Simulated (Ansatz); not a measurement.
An input for Ansatz 0.2.0 (NaFeN (P6_3mc)):

```yaml
crystal:
  lattice:
    - [2.9791986867, 0.0, 0.0]
    - [-1.4895993434, 2.5800617456, 0.0]
    - [0.0, 0.0, 9.67759076]
  atoms:
    - { symbol: Na, position: [0.66666667, 0.33333333, 0.76069016] }
    - { symbol: Na, position: [0.33333333, 0.66666667, 0.26069016] }
    - { symbol: Fe, position: [0.0, 0.0, 0.51816637] }
    - { symbol: Fe, position: [0.0, 0.0, 0.01816637] }
    - { symbol: "N", position: [0.33333333, 0.66666667, 0.56578347] }
    - { symbol: "N", position: [0.66666667, 0.33333333, 0.06578347] }
kpoints:
  mp_grid: { grid: [6, 6, 2] }
  band_path:
    path:
      - [0.0, 0.0, 0.0]
      - [0.5, 0.0, 0.0]
      - [0.33333333, 0.33333333, 0.0]
      - [0.0, 0.0, 0.5]
      - [0.5, 0.0, 0.5]
      - [0.33333333, 0.33333333, 0.5]
      - [0.1666666667, 0.1666666667, 0.0]
    npoints: 1
hamiltonian:
  xc: pbe0
  pseudopotentials: { kind: paw, azcp: { folder: soft_1 } }
scf:
  occupations: { method: fixed }
  n_extra_bands: 6
output:
  eigenvalues: true
  write_density: true
  write_potential: true
  elf: true
  volumetric_format: npy
```

```sh
ansatz run input.yaml --threads 3 --pin off --max-ram 92160MiB --backend cuda --events-out ev --progress --plain --runs-dir out --devices 1 --max-vram 13GiB
```

Q: How long will it take on 1 × NVIDIA H100 80GB HBM3 (shared by 6 runs) with 3 threads of AMD EPYC 7R13 (Zen 3), shared host, and how much memory?

It took 26 s; on shared hardware allow 13 s to 52 s. Peak host memory was 1.3 GiB. The sizes that set the cost: 1401 plane waves a state, 14 irreducible k points and 23 SCF cycles.

Exact exchange couples every pair of k points and filled bands, so it costs far more than a semilocal run.

[Paths, hosts, dates, memory and timing lines, banners, echoed tables and standing remarks are left out of the program output.]

[Logs are printed without paths, hosts, clocks, repeated set-up lines and the standing remarks that a program may print on its own settings, such as how far it seeks lower states.]

[Runs of the session that timed out or met a known fault of the program may be left out.]

[Cells called generated may have been cut or substituted from an entry of the Crystallography Open Database or the Materials Project.]

[Hosts, paths, dates, database ids (printed as entryN), source tags and the programs' standing remarks are cut or masked in the printed files.]
